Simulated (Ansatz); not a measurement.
**What Be4P2O (built on the sites of a database entry of Ca4Sb2O) distorts into**

Aim: this structure of Be4P2O (built on the sites of a database entry of Ca4Sb2O) is to be tested for unstable modes, and one is followed downhill.

Calculated with Ansatz 0.2.0; DFT PBEsol, scalar-relativistic, plane waves, PAW.

Most raw output is cut from this account.

The structure was built from a prototype and need not be the compound's stable phase.

**1. The starting structure**

Symmetry: I4/mmm, No. 139, tetragonal system. The conventional cell has a = 3.583 Å, b = 3.583 Å, c = 10.943 Å, α = 90.00°, β = 90.00°, γ = 90.00°. Nearest to Be lie 2 O at 1.79 Å and 4 P at 2.40 Å. Nearest to Be lie 1 O at 1.72 Å and 5 P at 2.15 to 2.54 Å and 4 Be at 2.48 Å. Nearest to P lie 9 Be at 2.15 to 2.54 Å. Nearest to O lie 6 Be at 1.72 to 1.79 Å. Farther neighbours and most contacts between anions are not listed.

**2. Zone-centre response**

The cell comes from relaxations at this level that are not shown. The zone centre is the only wavevector solved here; it holds the modes that light can see, as far as symmetry allows. No field response is asked, since the mesh shows no gap.

The input, input.yaml:

```yaml
crystal:
  lattice:
    - [-1.7913590676, 1.7913590676, 5.4716745197]
    - [1.7913590676, -1.7913590676, 5.4716745197]
    - [1.7913590676, 1.7913590676, -5.4716745197]
  atoms:
    - { symbol: Be, position: [0.5, 0.0, 0.5] }
    - { symbol: Be, position: [0.0, 0.5, 0.5] }
    - { symbol: Be, position: [0.343050778, 0.343050778, 0.0] }
    - { symbol: Be, position: [0.656949222, 0.656949222, 0.0] }
    - { symbol: P, position: [0.1462780517, 0.1462780517, 0.0] }
    - { symbol: P, position: [0.8537219483, 0.8537219483, 0.0] }
    - { symbol: O, position: [0.5, 0.5, 0.0] }
kpoints:
  mp_grid: { grid: [16, 16, 16] }
hamiltonian:
  xc: pbesol
scf:
  occupations: { method: methfessel_paxton, width: 0.2 }
output:
  eigenvalues: true
phonons:
  method: dfpt
```

Command:

```
> ansatz run input.yaml --threads 8 --pin off --max-ram 14336MiB --backend cpu --events-out ev --progress --plain --runs-dir out
```

It took 4.7 min on 8 threads of Intel Xeon Platinum 8259CL at 2.50GHz (Skylake/Cascade Lake), shared host; peak memory 3.3 GiB.

Numbers from this step:

| Item | Value |
| --- | --- |
| volume per atom | 10.03 Å³ |
| gap on the k-mesh | 0 eV |
| sum-rule residual before enforcement | 1.37e-5 eV/Å² |
| point group | 4/mmm |
| highest optical mode at the zone centre (no LO-TO term) | 614.0 cm⁻¹ |
| lowest optical zone-centre mode | -338.0 cm⁻¹ |

Patterns of degenerate modes are one choice out of their space. Modes at Γ, with each element's share of the kinetic energy (negative means imaginary):

| mode | frequency (cm⁻¹) | symmetry | Be % | P % | O % |
| --- | --- | --- | --- | --- | --- |
| 1 | -338.0 | Eu | 85 | 9 | 6 |
| 2 | -338.0 | Eu | 85 | 9 | 6 |
| 3 | -268.0 | Eg | 100 | 0 | 0 |
| 4 | -268.0 | Eg | 100 | 0 | 0 |
| 5 | 0.0 | acoustic | 32 | 54 | 14 |
| 6 | 0.0 | acoustic | 32 | 54 | 14 |
| 7 | 0.0 | acoustic | 32 | 54 | 14 |
| 8 | 143.5 | B2u | 100 | 0 | 0 |
| 9 | 160.6 | Eu | 84 | 10 | 7 |
| 10 | 160.6 | Eu | 84 | 10 | 7 |
| 11 | 239.6 | Eg | 0 | 100 | 0 |
| 12 | 239.6 | Eg | 0 | 100 | 0 |
| 13 | 351.2 | Eu | 20 | 25 | 55 |
| 14 | 351.2 | Eu | 20 | 25 | 55 |
| 15 | 361.0 | A1g | 9 | 91 | 0 |
| 16 | 373.0 | A2u | 47 | 39 | 14 |
| 17 | 430.9 | Eu | 79 | 2 | 18 |
| 18 | 430.9 | Eu | 79 | 2 | 18 |
| 19 | 484.0 | A2u | 45 | 3 | 51 |
| 20 | 601.6 | A1g | 91 | 9 | 0 |
| 21 | 614.0 | A2u | 76 | 3 | 21 |

Displacements in mode 1 (-338.0 cm⁻¹), the largest set to 1:
```
Be1  0.06  0.00  0.00
Be2 -0.30  0.00  0.00
Be3  1.00  0.01  0.00
Be4  1.00  0.01  0.00
P5  -0.18  0.00  0.00
P6  -0.18  0.00  0.00
O7  -0.28  0.00  0.00
```

Displacements in mode 4 (-268.0 cm⁻¹), the largest set to 1:
```
Be1  0.00  0.00  0.00
Be2  0.00  0.00  0.00
Be3  1.00 -0.01  0.00
Be4 -1.00  0.01  0.00
P5   0.04  0.00  0.00
P6  -0.04  0.00  0.00
O7   0.00  0.00  0.00
```

Before it was imposed, the acoustic sum rule was missed by 1.4e-5 eV/Å². Small misses are needed for a sound result but don't prove that mesh and cutoff are converged. The lowest optical mode is imaginary, 338.0i cm⁻¹, so the energy falls along it.

**3. The mode frozen in, largest atomic shift 0 Å**

The mode followed lies at Γ with frequency 338.0i cm⁻¹ and is 2-fold degenerate, the softest among the wavevectors solved. At small amplitude the distorted cell has space group no. 42 by a symmetry search on the positions. The undistorted cell that holds it gives the zero of energy on the same k mesh.

Changes to input.yaml since step 2:

```diff
@@ -20,4 +20,4 @@
 output:
+  forces: true
+  stress: true
   eigenvalues: true
-phonons:
-  method: dfpt
```

Elapsed: 5.7 s, on 8 threads; peak memory 0.75 GiB.

This step gave:

| Property | Result |
| --- | --- |
| pressure | 0.003206 GPa |
| energy from the undistorted cell | 0 meV/atom |

The run ends at a pressure of 0.00 GPa, with forces up to 4.6e-4 eV/Å.

**4. The mode frozen in, largest atomic shift 0.32 Å**

The atoms are moved along the unstable eigenvector, the largest shift by 0.32 Å, with the cell fixed.

input.yaml, the sections that differ from step 3:

```yaml
crystal:
  lattice:
    - [-1.7913590676, 1.7913590676, 5.4716745197]
    - [1.7913590676, -1.7913590676, 5.4716745197]
    - [1.7913590676, 1.7913590676, -5.4716745197]
  atoms:
    - { symbol: Be, position: [0.5188375633, 0.0036961621, 0.5225337254] }
    - { symbol: Be, position: [-0.0036961621, 0.4811624367, 0.4774662746] }
    - { symbol: Be, position: [0.279893655, 0.406207901, 0.0] }
    - { symbol: Be, position: [0.593792099, 0.720106345, 0.0] }
    - { symbol: P, position: [0.1578507409, 0.1347053625, 0.0] }
    - { symbol: P, position: [0.8652946375, 0.8421492591, 0.0] }
    - { symbol: O, position: [0.5178142753, 0.4821857247, 0.0] }
# kpoints, hamiltonian, scf, output: as in step 3
```

Elapsed: 14 s, on 8 threads; peak memory 1 GiB.

This step gave:

- pressure: 1.390 GPa
- gap on the k-mesh: 0.04185 eV
- energy from the undistorted cell: -33.29 meV/atom

The energy, extrapolated to zero smearing, is -33.29 meV/atom against the undistorted cell.

The run ends at a pressure of 1.39 GPa, with forces up to 0.28 eV/Å.

**5. Energy along the mode, all amplitudes (two of the runs are shown above)**

An imaginary frequency means negative curvature, so the energy should fall and then rise again as anharmonic terms take over.

This step gave:

* depth at the lowest point sampled: 33.29 meV/atom
* largest atomic shift at that point: 0.32 Å

Table of energy from the parent by largest atomic shift:

| largest atomic shift (Å) | energy from the parent (meV/atom) |
| --- | --- |
| 0.000 | 0 |
| 0.040 | -1.06 |
| 0.080 | -4.11 |
| 0.140 | -11.6 |
| 0.220 | -23.9 |
| 0.320 | -33.3 |
| 0.450 | -10.0 |
| 0.600 | 123 |

Displacement at unit largest shift by atom:

| atom | x (Å) | y (Å) | z (Å) | size |
| --- | --- | --- | --- | --- |
| Be1 | 0.041 | 0.211 | 0.000 | 0.215 |
| Be2 | -0.211 | -0.041 | 0.000 | 0.215 |
| Be3 | 0.707 | -0.707 | 0.000 | 1.000 |
| Be4 | 0.707 | -0.707 | 0.000 | 1.000 |
| P5 | -0.130 | 0.130 | 0.000 | 0.184 |
| P6 | -0.130 | 0.130 | 0.000 | 0.184 |
| O7 | -0.199 | 0.199 | 0.000 | 0.281 |

The lowest of the steps tried is at 0.32 Å, 33.3 meV/atom below the parent; the bottom of the well need not coincide with a step.

**6. Relaxing from the distorted cell**

Starting from the lowest point found, all atoms and the cell are let go, so that strain and other modes of the same symmetry can join in.

Changes to input.yaml since step 4:

```diff
@@ -23 +23,6 @@
   eigenvalues: true
+relax:
+  adjacent_minimum: "off"
+  f_tol: 0.002
+  max_steps: 120
+  cell: { stress_tol: 0.03 }
```

Elapsed: 4 min, on 8 threads; peak memory 1.2 GiB; 30 min of CPU time.

Relaxation path:

| step | energy less that of the first step (eV) | largest force component (eV/Å) | pressure (GPa) | volume (Å³) |
| --- | --- | --- | --- | --- |
| 1 | 0.0000 | 0.2707 | 1.39 | 70.23 |
| 2 | -0.0650 | 0.2657 | 0.57 | 70.79 |
| 3 | -0.1490 | 0.2645 | -0.44 | 71.90 |
| 4 | -0.2371 | 0.2132 | -0.34 | 73.04 |
| 5 | -0.2577 | 0.2714 | 1.19 | 74.05 |
| 6 | -0.2738 | 0.0841 | -0.23 | 74.64 |
| 7 | -0.2752 | 0.0193 | 0.15 | 74.33 |
| 8 | -0.2751 | 0.0211 | -0.09 | 74.44 |
| 9 | -0.2752 | 0.0009 | 0.00 | 74.41 |
| 10* | -0.2945 | 0.0027 | 0.36 | 74.41 |
| 11 | -0.2953 | 0.0111 | 0.05 | 74.88 |
| 12 | -0.2952 | 0.0025 | -0.02 | 74.92 |
| 13 | -0.2953 | 0.0002 | 0.00 | 74.92 |
| 14* | -0.2959 | 0.0002 | 0.01 | 74.92 |

Relaxation steps marked * repeat the geometry before them on a plane-wave basis chosen anew for their cell, so energy and pressure can jump there.

The run keeps the 4 symmetry operations that it works with, so distortions that break them were not tested.

| conventional cell, symmetrised | before | after | change |
| --- | --- | --- | --- |
| a (Å) | 5.067 | 5.504 | +8.6 % |
| b (Å) | 10.943 | 10.117 | -7.6 % |
| c (Å) | 5.067 | 5.382 | +6.2 % |
| volume (Å³/atom) | 10.03 | 10.70 | +6.7 % |

The atoms that moved most (Å, as changes of fractional coordinates times the final cell):

| atom | dx | dy | dz | length |
| --- | --- | --- | --- | --- |
| Be1 | 0.124 | 0.191 | 0.000 | 0.227 |
| Be2 | -0.191 | -0.124 | 0.000 | 0.227 |
| Be4 | 0.091 | -0.091 | -0.075 | 0.149 |
| Be3 | 0.091 | -0.091 | 0.075 | 0.149 |
| O7 | -0.070 | 0.070 | 0.000 | 0.099 |
| P5 | -0.023 | 0.023 | 0.029 | 0.043 |
| P6 | -0.023 | 0.023 | -0.029 | 0.043 |

The relaxed structure:

```cif
data_structure
_symmetry_space_group_name_H-M 'P 1'
_symmetry_Int_Tables_number 1
_cell_length_a 5.7297
_cell_length_b 5.7297
_cell_length_c 5.7586
_cell_angle_alpha 140.852
_cell_angle_beta 140.852
_cell_angle_gamma 56.024
_cell_volume 74.92
loop_
_atom_site_label
_atom_site_type_symbol
_atom_site_fract_x
_atom_site_fract_y
_atom_site_fract_z
_atom_site_occupancy
Be1 Be 0.56800 0.03523 0.60324 1
Be2 Be 0.96477 0.43200 0.39676 1
Be3 Be 0.26328 0.43758 0.00000 1
Be4 Be 0.56242 0.73672 0.00000 1
P5 P 0.16670 0.13159 0.00000 1
P6 P 0.86841 0.83330 0.00000 1
O7 O 0.53621 0.46379 0.00000 1
```

This step gave:

- pressure: 0.007218 GPa
- volume per atom: 10.70 Å³
- gap on the k-mesh: 0 eV

The distorted start has space group Fmm2; the relaxation ends in Fmm2.

**7. The new phase in its own primitive cell**

The relaxed structure is symmetrised, reduced to its primitive cell and relaxed tightly, as its phonons need.

The input, input.yaml:

```yaml
crystal:
  lattice:
    - [0.0, 5.0584868074, 2.6910074031]
    - [2.75190153, 0.0, 2.6910074031]
    - [2.75190153, 5.0584868074, 0.0]
  atoms:
    - { symbol: Be, position: [0.568003557, 0.9647650007, 0.431996443] }
    - { symbol: Be, position: [0.9647650007, 0.568003557, 0.0352349993] }
    - { symbol: Be, position: [0.2632800351, 0.5624175587, 0.4375824413] }
    - { symbol: Be, position: [0.5624175587, 0.2632800351, 0.7367199649] }
    - { symbol: P, position: [0.1666971528, 0.8684120744, 0.1315879256] }
    - { symbol: P, position: [0.8684120744, 0.1666971528, 0.8333028472] }
    - { symbol: O, position: [0.5362114302, 0.5362114302, 0.4637885698] }
kpoints:
  mp_grid: { grid: [10, 10, 10] }
hamiltonian:
  xc: pbesol
scf:
  occupations: { method: methfessel_paxton, width: 0.2 }
output:
  forces: true
  stress: true
  eigenvalues: true
relax:
  adjacent_minimum: "off"
  f_tol: 0.001
  max_steps: 60
  cell: { stress_tol: 0.01 }
```

Wall time 23 s (8 threads); peak memory 0.66 GiB.

Little changed from the start: no atom moved by 0.005 Å and no cell edge by 0.1 %.

Numbers from this step:

```yaml
pressure: -0.001615 GPa
```

The largest force component left is 0.81 meV/Å and the pressure is -0.002 GPa, within the tolerances set. The cell now holds 10.70 Å³/atom.

**8. Modes of the new phase, k-mesh 10×10×10**

A relaxed structure may still be a saddle point, so its zone-centre modes are computed. No field response is asked, since the mesh shows no gap.

The input, input.yaml:

```yaml
crystal:
  lattice:
    - [0.0, 5.0580962114, 2.6910100678]
    - [2.7523757566, 0.0, 2.6910100678]
    - [2.7523757566, 5.0580962114, 0.0]
  atoms:
    - { symbol: Be, position: [0.5680246759, 0.9647351277, 0.4319753241] }
    - { symbol: Be, position: [0.9647351277, 0.5680246759, 0.0352648723] }
    - { symbol: Be, position: [0.2632590874, 0.5623994811, 0.4376005189] }
    - { symbol: Be, position: [0.5623994811, 0.2632590874, 0.7367409126] }
    - { symbol: P, position: [0.1666975459, 0.8684644345, 0.1315355655] }
    - { symbol: P, position: [0.8684644345, 0.1666975459, 0.8333024541] }
    - { symbol: O, position: [0.5362064564, 0.5362064564, 0.4637935436] }
kpoints:
  mp_grid: { grid: [10, 10, 10] }
hamiltonian:
  xc: pbesol
scf:
  occupations: { method: methfessel_paxton, width: 0.2 }
output:
  eigenvalues: true
phonons:
  method: dfpt
```

Elapsed: 3.3 min, on 8 threads; peak memory 2.9 GiB; 22 min of CPU time.

Numbers from this step:

| Property | Result |
| --- | --- |
| sum-rule residual before enforcement | 7.49e-5 eV/Å² |
| point group | mm2 |
| highest optical mode at the zone centre (no LO-TO term) | 740.7 cm⁻¹ |
| lowest optical zone-centre mode | -229.8 cm⁻¹ |

Patterns of degenerate modes are one choice out of their space. Modes at Γ, with each element's share of the kinetic energy (negative means imaginary):

| mode | frequency (cm⁻¹) | symmetry | Be % | P % | O % |
| --- | --- | --- | --- | --- | --- |
| 1 | -229.8 | A2 | 88 | 12 | 0 |
| 2 | -216.4 | B1 | 81 | 17 | 2 |
| 3 | 0.0 | acoustic | 32 | 54 | 14 |
| 4 | 0.0 | acoustic | 32 | 54 | 14 |
| 5 | 0.0 | acoustic | 32 | 54 | 14 |
| 6 | 175.0 | B1 | 88 | 5 | 8 |
| 7 | 208.1 | A2 | 16 | 84 | 0 |
| 8 | 239.3 | B2 | 12 | 87 | 0 |
| 9 | 248.8 | A1 | 71 | 29 | 1 |
| 10 | 300.6 | A2 | 96 | 4 | 0 |
| 11 | 330.7 | B1 | 25 | 23 | 52 |
| 12 | 385.5 | A1 | 23 | 77 | 0 |
| 13 | 395.6 | B2 | 35 | 36 | 28 |
| 14 | 441.4 | A1 | 27 | 21 | 52 |
| 15 | 477.5 | B2 | 75 | 8 | 17 |
| 16 | 550.4 | B1 | 75 | 1 | 25 |
| 17 | 578.4 | A1 | 65 | 8 | 27 |
| 18 | 588.3 | B2 | 76 | 10 | 13 |
| 19 | 618.6 | A1 | 94 | 6 | 1 |
| 20 | 715.7 | A1 | 89 | 5 | 6 |
| 21 | 740.7 | B2 | 70 | 3 | 27 |

Displacements in mode 1 (-229.8 cm⁻¹), the largest set to 1:
```
Be1  0.00  0.53  0.00
Be2  0.00 -0.53  0.00
Be3 -1.00  0.00  0.00
Be4  1.00  0.00  0.00
P5  -0.23  0.00  0.00
P6   0.23  0.00  0.00
O7   0.00  0.00  0.00
```

Displacements in mode 8 (239.3 cm⁻¹), the largest set to 1:
```
Be1  0.00 -0.27  0.00
Be2  0.00 -0.27  0.00
Be3  0.00  0.14  0.62
Be4  0.00  0.14 -0.62
P5   0.00  0.00 -1.00
P6   0.00  0.00  1.00
O7   0.00  0.14  0.00
```

Before it was imposed, the acoustic sum rule was missed by 7.5e-5 eV/Å². Small misses are needed for a sound result but don't prove that mesh and cutoff are converged. The lowest optical mode is imaginary, 229.8i cm⁻¹, so the energy falls along it.

**9. Outcome**

- unstable mode of the parent: q = (0, 0, 0), 338i cm⁻¹
- depth at the lowest point sampled: 33.3 meV/atom
- largest atomic shift at that point: 0.32 Å
- space group reached (within 0.01 Å): Fmm2
- energy gained over the parent (first relaxation, on the mesh of the frozen mode): 75.6 meV/atom
- volume per atom, phase reached: 10.7 Å³
- lowest optical zone-centre mode, phase reached: -230 cm⁻¹
- highest optical mode at the zone centre (no LO-TO term), phase reached: 741 cm⁻¹

Along this mode the structure falls into Fmm2, 75.6 meV/atom below the parent. At the parent's cell the well is 33.29 meV/atom deep on the steps tried, with its lowest point at a shift of 0.32 Å. Relaxing atoms and cell changes the gain by +42.27 meV/atom against the lowest step (energies at zero smearing). The new phase still has an imaginary mode at the zone centre of its cell, so it is a saddle point on the way to a lower structure. Of the 3 patterns followed to their end from this parent, this one ends 116 meV/atom above the lowest, Imm2. Each path keeps the symmetry of its pattern, so a lower phase may lie along a pattern not tried. With no gap, or one that is small against the smearing, the frequencies hang on the k mesh and the smearing, most of all near Kohn anomalies. The starting cell was built on a prototype and not taken from a measurement, so the phase need not exist.

[Logs are printed without paths, hosts, clocks, repeated set-up lines and the standing remarks that a program may print on its own settings, such as how far it seeks lower states.]

[Hosts, paths, dates, database ids (printed as entryN), source tags and the programs' standing remarks are cut or masked in the printed files.]
